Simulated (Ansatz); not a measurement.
**Li3ClO (Pm-3m): phonons and vibrational spectra**

How does Li3ClO (Pm-3m) vibrate, and is this structure a minimum?

Main program and level: Ansatz 0.2.0; DFT PBEsol, scalar-relativistic, plane waves, PAW.

## 1. The structure

Symmetry: Pm-3m, No. 221, cubic system. The conventional cell has a = 3.908 Å, b = 3.908 Å, c = 3.908 Å, α = 90.00°, β = 90.00°, γ = 90.00°. Nearest to Li lie 2 O at 1.95 Å and 8 Li at 2.76 Å and 4 Cl at 2.76 Å. Nearest to Cl lie 12 Li at 2.76 Å. Nearest to O lie 6 Li at 1.95 Å. Farther neighbours and most contacts between anions are not listed.

As a file:

```cif
data_structure
_symmetry_space_group_name_H-M 'Pm-3m'
_symmetry_Int_Tables_number 221
_cell_length_a 3.9083
_cell_length_b 3.9083
_cell_length_c 3.9083
_cell_angle_alpha 90.000
_cell_angle_beta 90.000
_cell_angle_gamma 90.000
_cell_volume 59.70
loop_
_atom_site_label
_atom_site_type_symbol
_atom_site_symmetry_multiplicity
_atom_site_Wyckoff_symbol
_atom_site_fract_x
_atom_site_fract_y
_atom_site_fract_z
_atom_site_occupancy
Li1 Li 3 c 0.00000 0.50000 0.50000 1
Cl1 Cl 1 a 0.00000 0.00000 0.00000 1
O1 O 1 b 0.50000 0.50000 0.50000 1
```

## 2. Bringing the structure to rest

The cell and atoms are relaxed, since residual forces and stress would shift the frequencies.

input.yaml

```yaml
crystal:
  lattice:
    - [3.908337, 0.0, 0.0]
    - [0.0, 3.908337, 0.0]
    - [0.0, 0.0, 3.908337]
  atoms:
    - { symbol: Li, position: [0.0, 0.5, 0.5] }
    - { symbol: Li, position: [0.5, 0.0, 0.5] }
    - { symbol: Li, position: [0.5, 0.5, 0.0] }
    - { symbol: Cl, position: [0.0, 0.0, 0.0] }
    - { symbol: O, position: [0.5, 0.5, 0.5] }
kpoints:
  mp_grid: { grid: [6, 6, 6] }
hamiltonian:
  xc: pbesol
scf:
  occupations: { method: gaussian, width: 0.02 }
output:
  forces: true
  stress: true
  eigenvalues: true
relax:
  adjacent_minimum: "off"
  f_tol: 0.005
  max_steps: 80
  cell: { stress_tol: 0.05 }
```

The run is started by

```console
$ ansatz run input.yaml --threads 4 --pin off --max-ram 7168MiB --backend cpu --events-out ev --progress --plain --runs-dir out
```

Numbers of over 12 decimals in the logs are rounded to 6 here.

The program printed:

```text
Engine: ansatz 0.2.0, aarch64-unknown-linux-gnu
Pseudopotentials: kind: paw
Pseudopotential: Li, paw, valence charge 3, recommended cutoff 420 eV (normal), Li.paw.azcp
Pseudopotential: Cl, paw, valence charge 7, recommended cutoff 420 eV (normal), Cl.paw.azcp
Pseudopotential: O, paw, valence charge 6, recommended cutoff 420 eV (normal), O.paw.azcp
Functional definition: PBEsol
  exchange = pbesol_x
  correlation = pbesol_c
Crystal: 5 atoms, lattice volume = 59.700 Å³
Basis set: ecut = 420 eV, 1189 PW (Γ), exchange–correlation on 54×54×54 points (8 copies of the dense FFT grid, shifted against one another)
Bands: 16, of which v1, the nominal top of the filled ones, is band 11 counted from 1 (10 counted from 0)
Symmetry: 48 space group operations
Space group: Pm-3m (ITA 221), of the structure as read, at distance tolerance 3.9e-5 Å
k-points: 20 of 216
Non-local potential: Li, projectors of the file, l = 0: 3, l = 1: 2, l = 2: 1
Non-local potential: Cl, projectors of the file, l = 0: 2, l = 1: 2, l = 2: 2
Non-local potential: O, projectors of the file, l = 0: 2, l = 1: 2, l = 2: 1
PAW form: soft (Blöchl's): semilocal exchange-correlation on the pseudo side does not see the compensation charge
PAW frozen core: Cl, regenerated for the run's functional, and the local potential with it (the file was generated under x = pbe(κ = 0.804, μ = 0.219515), c = pbe(β = 0.066725))
PAW frozen core: O, regenerated for the run's functional, and the local potential with it (the file was generated under x = pbe(κ = 0.804, μ = 0.219515), c = pbe(β = 0.066725))
PAW one-centre angular grid: Li, 110 points (default); XC on 64 Gauss nodes
PAW one-centre angular grid: Cl, 110 points (default); XC on 64 Gauss nodes
PAW one-centre angular grid: O, 110 points (default); XC on 64 Gauss nodes
Initial density: superposition of atomic densities (neutral atoms: chi_scale 0, normalization atom), corrected by the library's trained network
Initial wavefunctions: pseudopotential atomic-orbital guess
Functional: x = pbesol(κ = 0.804, μ = 0.123457), c = pbesol(β = 0.046)
SCF iter   1: F=—  HF=-2237.284849 eV  |F-HF|=—  |Δ(HF+E_count)|=         —  Δρ=8.98e-3  dr2=4.36e-2  ethr=1.77e-3  ⟨swp⟩=6.5  Hψ=1585  notcnv=0
preconditioner: auto → Resta (q_TF=auto, 2.310 Å⁻¹)  ε∞=3.3  [insulator: Δε(μ)=4.468 eV  Ē_g=12.737 eV  σ=0.020 eV  W_gap=1.00  n_scr=18 (ndim 8)  ℏωp=19.2 eV  f_vac=0.000  D(μ)=0.00/eV (n_scr^D=0)  ε∞_Penn≈3.3]
SCF iter   2: F=—  HF=-2237.272603 eV  |F-HF|=—  |Δ(HF+E_count)|=   1.22e-2  Δρ=3.36e-3  dr2=5.14e-3  ethr=1.98e-4  ⟨swp⟩=2.0  Hψ=703  notcnv=0  defer=17
SCF iter   3: F=—  HF=-2237.271289 eV  |F-HF|=—  |Δ(HF+E_count)|=   1.31e-3  Δρ=1.03e-3  dr2=6.88e-4  ethr=2.33e-5  ⟨swp⟩=2.0  Hψ=479  notcnv=0  defer=19
SCF iter   4: F=—  HF=-2237.271155 eV  |F-HF|=—  |Δ(HF+E_count)|=   1.34e-4  Δρ=2.92e-4  dr2=4.15e-5  ethr=3.13e-6  ⟨swp⟩=2.9  Hψ=563  notcnv=0  defer=19
SCF iter   5: F=—  HF=-2237.271415 eV  |F-HF|=—  |Δ(HF+E_count)|=   2.60e-4  Δρ=6.73e-5  dr2=4.35e-6  ethr=1.89e-7  ⟨swp⟩=2.0  Hψ=521  notcnv=0  defer=19
SCF iter   6: F=—  HF=-2237.271414 eV  |F-HF|=—  |Δ(HF+E_count)|=   4.36e-7  Δρ=2.19e-5  dr2=3.75e-7  ethr=1.98e-8  ⟨swp⟩=2.2  Hψ=390  notcnv=0  defer=19
SCF iter   7: F=-2237.271414 eV  HF=-2237.271414 eV  |F-HF|=4.95e-9  |Δ(HF+E_count)|=   7.83e-8  Δρ=4.85e-6  dr2=1.19e-8  ethr=4.55e-10  ⟨swp⟩=7.2  Hψ=1434  notcnv=0
SCF 1 converged in 7 iterations: F = -2237.271414 eV  dr2 = 1.19e-8
  greatest PAW one-centre occupation: 1.000 electrons in one spin orbital (limit 2), on the Li atom at site 2 (counted from 0), in its partial waves of l = 0
relax step   1: F+E_penalty+E_count = -2237.27141427 eV  Δ(F+E_penalty+E_count) = +0.000e0 eV  max|allowed force component| = 1.204e-29 eV/Å  Δτ_max = 0.0000 Å  P = -2.669 GPa  Ω = 59.700 Å³  (7 SCF iters, dr2 threshold 1.00e-7 eV, accepted)
Crystal: 5 atoms, lattice volume = 58.114 Å³
Basis set: ecut = 420 eV, 1141 PW (Γ), exchange–correlation on 54×54×54 points (8 copies of the dense FFT grid, shifted against one another)
Initial density: handed on by an earlier stage of this run
Initial wavefunctions: those handed on with the density
iter 1 solved again at ethr=4.07e-5 eV; its pass at ethr=3.10e-3 eV (dr2=8.96e-3 eV) is discarded
SCF iter   1: F=—  HF=-2237.295990 eV  |F-HF|=—  |Δ(HF+E_count)|=         —  Δρ=3.21e-3  dr2=9.13e-3  ethr=4.07e-5  ⟨swp⟩=1.1  Hψ=1939  notcnv=0
preconditioner: auto → Resta (q_TF=auto, 2.321 Å⁻¹)  ε∞=3.3  [insulator: Δε(μ)=4.810 eV  Ē_g=12.973 eV  σ=0.020 eV  W_gap=1.00  n_scr=18 (ndim 8)  ℏωp=19.5 eV  f_vac=0.000  D(μ)=0.00/eV (n_scr^D=0)  ε∞_Penn≈3.3]
SCF iter   2: F=—  HF=-2237.293763 eV  |F-HF|=—  |Δ(HF+E_count)|=   2.23e-3  Δρ=1.71e-3  dr2=1.19e-3  ethr=4.07e-5  ⟨swp⟩=2.0  Hψ=545  notcnv=0
SCF iter   3: F=—  HF=-2237.293478 eV  |F-HF|=—  |Δ(HF+E_count)|=   2.85e-4  Δρ=5.17e-4  dr2=3.20e-4  ethr=5.39e-6  ⟨swp⟩=2.0  Hψ=467  notcnv=0
SCF iter   4: F=—  HF=-2237.293583 eV  |F-HF|=—  |Δ(HF+E_count)|=   1.05e-4  Δρ=1.82e-4  dr2=2.99e-5  ethr=1.45e-6  ⟨swp⟩=1.6  Hψ=362  notcnv=0
SCF iter   5: F=—  HF=-2237.293575 eV  |F-HF|=—  |Δ(HF+E_count)|=   7.88e-6  Δρ=3.51e-5  dr2=6.52e-7  ethr=1.36e-7  ⟨swp⟩=2.1  Hψ=424  notcnv=0
SCF iter   6: F=-2237.293575 eV  HF=-2237.293575 eV  |F-HF|=5.97e-9  |Δ(HF+E_count)|=   4.21e-7  Δρ=3.40e-6  dr2=6.45e-9  ethr=2.27e-9  ⟨swp⟩=5.0  Hψ=1340  notcnv=0
SCF 2 converged in 6 iterations: F = -2237.293575 eV  dr2 = 6.45e-9
  greatest PAW one-centre occupation: 1.000 electrons in one spin orbital (limit 2), on the Li atom at site 1 (counted from 0), in its partial waves of l = 0
relax step   2: F+E_penalty+E_count = -2237.29357510 eV  Δ(F+E_penalty+E_count) = -2.216e-2 eV  max|allowed force component| = 2.206e-30 eV/Å  Δτ_max = 0.0000 Å  P = -1.337 GPa  Ω = 58.114 Å³  energy of the carried Pulay correction = +2.191e-3 eV  (6 SCF iters, dr2 threshold 5.00e-7 eV, accepted)
Crystal: 5 atoms, lattice volume = 56.604 Å³
iter 1 solved again at ethr=4.00e-5 eV; its pass at ethr=3.10e-3 eV (dr2=8.79e-3 eV) is discarded
SCF iter   1: F=—  HF=-2237.304055 eV  |F-HF|=—  |Δ(HF+E_count)|=         —  Δρ=3.25e-3  dr2=8.94e-3  ethr=4.00e-5  ⟨swp⟩=1.1  Hψ=1941  notcnv=0
preconditioner: auto → Resta (q_TF=auto, 2.331 Å⁻¹)  ε∞=3.3  [insulator: Δε(μ)=4.831 eV  Ē_g=13.105 eV  σ=0.020 eV  W_gap=1.00  n_scr=18 (ndim 8)  ℏωp=19.7 eV  f_vac=0.000  D(μ)=0.00/eV (n_scr^D=0)  ε∞_Penn≈3.3]
SCF iter   2: F=—  HF=-2237.301860 eV  |F-HF|=—  |Δ(HF+E_count)|=   2.20e-3  Δρ=1.68e-3  dr2=1.10e-3  ethr=4.00e-5  ⟨swp⟩=2.0  Hψ=545  notcnv=0
SCF iter   3: F=—  HF=-2237.301593 eV  |F-HF|=—  |Δ(HF+E_count)|=   2.67e-4  Δρ=5.17e-4  dr2=3.01e-4  ethr=4.99e-6  ⟨swp⟩=2.0  Hψ=462  notcnv=0
SCF iter   4: F=—  HF=-2237.301687 eV  |F-HF|=—  |Δ(HF+E_count)|=   9.43e-5  Δρ=1.76e-4  dr2=2.69e-5  ethr=1.37e-6  ⟨swp⟩=1.7  Hψ=361  notcnv=0
SCF iter   5: F=—  HF=-2237.301680 eV  |F-HF|=—  |Δ(HF+E_count)|=   7.06e-6  Δρ=3.37e-5  dr2=5.78e-7  ethr=1.22e-7  ⟨swp⟩=2.0  Hψ=425  notcnv=0
SCF iter   6: F=-2237.301680 eV  HF=-2237.301680 eV  |F-HF|=5.53e-9  |Δ(HF+E_count)|=   3.69e-7  Δρ=3.31e-6  dr2=5.54e-9  ethr=2.27e-9  ⟨swp⟩=5.1  Hψ=1366  notcnv=0
SCF 3 converged in 6 iterations: F = -2237.301680 eV  dr2 = 5.54e-9
  greatest PAW one-centre occupation: 1.000 electrons in one spin orbital (limit 2), on the Li atom at site 0 (counted from 0), in its partial waves of l = 0
relax step   3: F+E_penalty+E_count = -2237.30168036 eV  Δ(F+E_penalty+E_count) = -8.105e-3 eV  max|allowed force component| = 3.317e-30 eV/Å  Δτ_max = 0.0000 Å  P = +0.101 GPa  Ω = 56.604 Å³  energy of the carried Pulay correction = +4.332e-3 eV  (6 SCF iters, dr2 threshold 5.00e-7 eV, accepted)
[...]
relax step   4: F+E_penalty+E_count = -2237.30157083 eV  Δ(F+E_penalty+E_count) = +1.095e-4 eV  max|allowed force component| = 2.717e-30 eV/Å  Δτ_max = 0.0000 Å  P = +0.002 GPa  Ω = 56.702 Å³  energy of the carried Pulay correction = +4.191e-3 eV  (5 SCF iters, dr2 threshold 2.55e-8 eV, accepted)
[...]
relax step   5: F+E_penalty+E_count = -2237.29844247 eV  Δ(F+E_penalty+E_count) = +3.128e-3 eV  max|allowed force component| = 1.975e-30 eV/Å  Δτ_max = 0.0000 Å  P = -0.100 GPa  Ω = 56.702 Å³  stress off target by 9.98e-2 GPa  SCF on the basis re-selected at this cell (its energy is not comparable with the rows above)  (6 SCF iters)
[...]
relax step   6: F+E_penalty+E_count = -2237.29861325 eV  Δ(F+E_penalty+E_count) = -1.708e-4 eV  max|allowed force component| = 2.067e-30 eV/Å  Δτ_max = 0.0000 Å  P = -0.000 GPa  Ω = 56.603 Å³  energy of the carried Pulay correction = +1.398e-4 eV  (5 SCF iters, dr2 threshold 2.49e-8 eV, accepted)
iter 1 solved again at ethr=8.86e-7 eV; its pass at ethr=3.10e-3 eV (dr2=1.95e-4 eV) is discarded
SCF iter   1: F=—  HF=-2237.298247 eV  |F-HF|=—  |Δ(HF+E_count)|=         —  Δρ=1.19e-5  dr2=1.34e-8  ethr=8.86e-7  ⟨swp⟩=2.0  Hψ=2239  notcnv=0
eigensolver tolerance schedule: the retry pair's looser diagonalisation over-reported the residual by 14494.95 of it (diagonalisation noise at an unbounded share of the residual, at the tolerance the schedule requests for it); recorded, not acted on — ethr = c·dr2/N_el stays at c = 1.0e-1
preconditioner: auto → Resta (q_TF=auto, 2.331 Å⁻¹)  ε∞=3.3  [insulator: Δε(μ)=4.748 eV  Ē_g=13.083 eV  σ=0.020 eV  W_gap=1.00  n_scr=18 (ndim 8)  ℏωp=19.7 eV  f_vac=0.000  D(μ)=0.00/eV (n_scr^D=0)  ε∞_Penn≈3.3]
SCF iter   2: F=—  HF=-2237.298460 eV  |F-HF|=—  |Δ(HF+E_count)|=   2.13e-4  Δρ=5.52e-6  dr2=3.78e-9  ethr=6.11e-11  ⟨swp⟩=3.0  Hψ=758  notcnv=0
SCF iter   3: F=—  HF=-2237.298460 eV  |F-HF|=—  |Δ(HF+E_count)|=   2.75e-9  Δρ=3.28e-6  dr2=1.37e-9  ethr=1.72e-11  ⟨swp⟩=1.9  Hψ=524  notcnv=0
SCF iter   4: F=-2237.298460 eV  HF=-2237.298460 eV  |F-HF|=1.32e-11  |Δ(HF+E_count)|=   1.97e-9  Δρ=3.41e-7  dr2=3.48e-11  ethr=1.00e-12  ⟨swp⟩=2.5  Hψ=1170  notcnv=0
SCF 7 converged in 4 iterations: F = -2237.298460 eV  dr2 = 3.48e-11
relax step   7: F+E_penalty+E_count = -2237.29845965 eV  Δ(F+E_penalty+E_count) = +1.536e-4 eV  max|allowed force component| = 4.481e-30 eV/Å  Δτ_max = 0.0000 Å  P = -0.003 GPa  Ω = 56.603 Å³  stress off target by 2.82e-3 GPa  SCF on the basis re-selected at this cell (its energy is not comparable with the rows above)  (4 SCF iters)
basis re-selected at this cell: Δ(F+E_penalty+E_count) = +1.536e-4 eV, ΔP = -0.003 GPa vs the last step (what re-selecting the basis moved, of the pressure what is left beyond the Pulay correction that the steps carried, after the strain that the cell walked since its last selection, with what the two solves' SCF thresholds leave and, on support functions, any second-order correction that the steps lacked; it is no m [...]
SCF converged after 4 iterations
Free energy (F): -2237.298460 eV
Harris-Foulkes:  -2237.298460 eV  (|F-HF|=1.32e-11)
Internal energy: -2237.298460 eV  (E = F + TS)
E sigma→0 (E₀):  -2237.298460 eV
Fermi energy:    5.722517 eV
--- Per-component energies (eV) ---
  E_band       = -265.226794
  E_kinetic    = 405.486866
  E_local      = -911.805747  (includes V_loc(G=0)·N_el)
  E_nonlocal   = -21.769615
  E_hartree    = 295.454720
  E_xc         = -213.424811
  E_vxc        = -259.867916  (∫ρ·V_xc dr)
  E_paw        = -853.104393  (= ΣΔE_a)
  E_vpaw       = -68.182288  (= ΣTr[D̂ρ^β])
  E_aug_tail   = 0.002549  (compensation charges beyond the density's cutoff)
  E_ewald      = -938.251748
  E_core_change = 0.113720  (= ΣΔE_core)
  E_smearing   = -0.000000  (= −TS)
  E_closure    = 0.000000  (closes the sum)
  Σ components = -2237.298460   (vs F -2237.298460, Δ=0.00e0)
--- Forces (eV/Å), atoms counted from 1 ---
  atom   1  Li     0.00000000     0.00000000     0.00000000
  atom   2  Li    -0.00000000    -0.00000000    -0.00000000
  atom   3  Li     0.00000000    -0.00000000    -0.00000000
  atom   4  Cl    -0.00000000    -0.00000000     0.00000000
  atom   5  O      0.00000000     0.00000000    -0.00000000
  max |Σ_I F_I| component: 5.21e-30 eV/Å
--- Stress (GPa, compression-positive) ---
       -0.002818      -0.000000      -0.000000
       -0.000000      -0.002818       0.000000
        0.000000       0.000000      -0.002818
  P = ⅓ Tr σ = -0.0028 GPa (-0.028 kbar)
--- Band table (eV; the first three rows and the last of 20) ---
  k-point 0: bands = [... 7 lower, 0.2265, 2.8035, 2.8035, 2.8035, 8.2866, 10.2307, 10.2307, 15.3375, ... 1 higher]
  k-point 1: bands = [... 7 lower, 0.3553, 2.6137, 2.6839, 2.6839, 8.7319, 10.0816, 10.8739, 13.7453, ... 1 higher]
  k-point 2: bands = [... 7 lower, 0.6779, 2.3718, 2.3718, 2.3794, 9.5170, 9.8133, 12.3504, 12.6359, ... 1 higher]
  k-point 19: bands = [... 7 lower, -0.4152, 2.5705, 2.5705, 2.5705, 12.1680, 12.1680, 12.1680, 12.2426, ... 1 higher]
--- Relaxed structure (5 steps of the walk, 5 accepted, 2 SCFs on fresh bases) ---
  F+E_penalty+E_count = -2237.29845965 eV   max|allowed force component| = 4.481e-30 eV/Å   (the final SCF, on the basis selected at the relaxed cell)
  cell:  # Å, volume = 56.6032 Å³
    - [3.839549, 0, 0]
    - [0, 3.839549, 0]
    - [0, 0, 3.839549]
  atoms:
    - { symbol: Li, position: [0, 0.5, 0.5] }
    - { symbol: Li, position: [0.5, 0, 0.5] }
    - { symbol: Li, position: [0.5, 0.5, 0] }
    - { symbol: Cl, position: [0, 0, 0] }
    - { symbol: O, position: [0.5, 0.5, 0.5] }
```

Wall time 3.3 s (4 threads of Arm Neoverse V2, shared host); peak memory 0.32 GiB; 10 s of CPU time.

Relaxation path:

| step | energy less that of the first step (eV) | largest force component (eV/Å) | pressure (GPa) | volume (Å³) |
| --- | --- | --- | --- | --- |
| 1 | 0.0000 | 0.0000 | -2.67 | 59.70 |
| 2 | -0.0222 | 0.0000 | -1.34 | 58.11 |
| 3 | -0.0303 | 0.0000 | 0.10 | 56.60 |
| 4 | -0.0302 | 0.0000 | 0.00 | 56.70 |
| 5* | -0.0270 | 0.0000 | -0.10 | 56.70 |
| 6 | -0.0272 | 0.0000 | 0.00 | 56.60 |
| 7* | -0.0270 | 0.0000 | 0.00 | 56.60 |

Relaxation steps marked * repeat the geometry before them on a plane-wave basis chosen anew for their cell, so energy and pressure can jump there.

Forces are held to the 48 operations that the run works with; a distortion that breaks them can't arise in this run.

```
conventional cell, symmetrised  before  after  change
                         a (Å)   3.908  3.840  -1.8 %
                         b (Å)   3.908  3.840  -1.8 %
                         c (Å)   3.908  3.840  -1.8 %
              volume (Å³/atom)   11.94  11.32  -5.2 %
```

Final coordinates:

```xyz
5
Lattice="3.8395 0.0000 0.0000 0.0000 3.8395 0.0000 0.0000 0.0000 3.8395" Properties=species:S:1:pos:R:3 pbc="T T T"
Li    0.0000    1.9198    1.9198
Li    1.9198    0.0000    1.9198
Li    1.9198    1.9198    0.0000
Cl    0.0000    0.0000    0.0000
O     1.9198    1.9198    1.9198
```

This step gave:

- pressure: -0.002818 GPa
- gap on the k-mesh: 4.748 eV
- volume per atom: 11.32 Å³
- direct gap on mesh: 4.748 eV

In this step the volume went from 11.94 to 11.32 Å³/atom.

## 3. Tight relaxation

Phonons need a cell at rest on their own settings, so the relaxation is repeated with tight tolerances on forces and stress on the k mesh and occupations of the first response run.

input.yaml

```yaml
crystal:
  lattice:
    - [3.8395491852, 0.0, 0.0]
    - [0.0, 3.8395491852, 0.0]
    - [0.0, 0.0, 3.8395491852]
  atoms:
    - { symbol: Li, position: [0.0, 0.5, 0.5] }
    - { symbol: Li, position: [0.5, 0.0, 0.5] }
    - { symbol: Li, position: [0.5, 0.5, 0.0] }
    - { symbol: Cl, position: [0.0, 0.0, 0.0] }
    - { symbol: O, position: [0.5, 0.5, 0.5] }
kpoints:
  mp_grid: { grid: [6, 6, 6] }
hamiltonian:
  xc: pbesol
scf:
  occupations: { method: fixed }
output:
  forces: true
  stress: true
  eigenvalues: true
relax:
  adjacent_minimum: "off"
  f_tol: 0.001
  max_steps: 60
  cell: { stress_tol: 0.01 }
```

The program printed:

```text
[...]
Crystal: 5 atoms, lattice volume = 56.603 Å³
Basis set: ecut = 420 eV, 1141 PW (Γ), exchange–correlation on 54×54×54 points (8 copies of the dense FFT grid, shifted against one another)
Bands: 16, of which v1, the nominal top of the filled ones, is band 11 counted from 1 (10 counted from 0)
Symmetry: 48 space group operations
[...]
k-points: 20 of 216
[...]
--- Relaxed structure (1 steps of the walk, 1 accepted, 1 SCFs on fresh bases) ---
[...]
cell:  # Å, volume = 56.6032 Å³
    - [3.8395491852, 0.0, 0.0]
    - [0.0, 3.8395491852, 0.0]
    - [0.0, 0.0, 3.8395491852]
  atoms:
    - { symbol: Li, position: [0.0, 0.5, 0.5] }
    - { symbol: Li, position: [0.5, 0.0, 0.5] }
    - { symbol: Li, position: [0.5, 0.5, 0.0] }
    - { symbol: Cl, position: [0.0, 0.0, 0.0] }
    - { symbol: O, position: [0.5, 0.5, 0.5] }
[key lines of the parts left out:]
SCF converged after 6 iterations
Free energy (F): -2237.298460 eV
Fermi energy:    3.348382 eV
P = ⅓ Tr σ = -0.0028 GPa (-0.028 kbar)
```

Wall time 1.1 s (4 threads); peak memory 0.31 GiB; 3.1 s of CPU time.

Little changed from the start: no atom moved by 0.005 Å and no cell edge by 0.1 %.

Numbers from this step:

```yaml
pressure: -0.002807 GPa
```

The forces vanish by symmetry and the pressure is -0.003 GPa, within the tolerances set. The cell now holds 11.32 Å³/atom.

(Continued in part 2 of 3.)

[Logs are printed without paths, hosts, clocks, repeated set-up lines and the standing remarks that a program may print on its own settings, such as how far it seeks lower states.]

[Hosts, paths, dates, database ids (printed as entryN), source tags and the programs' standing remarks are cut or masked in the printed files.]
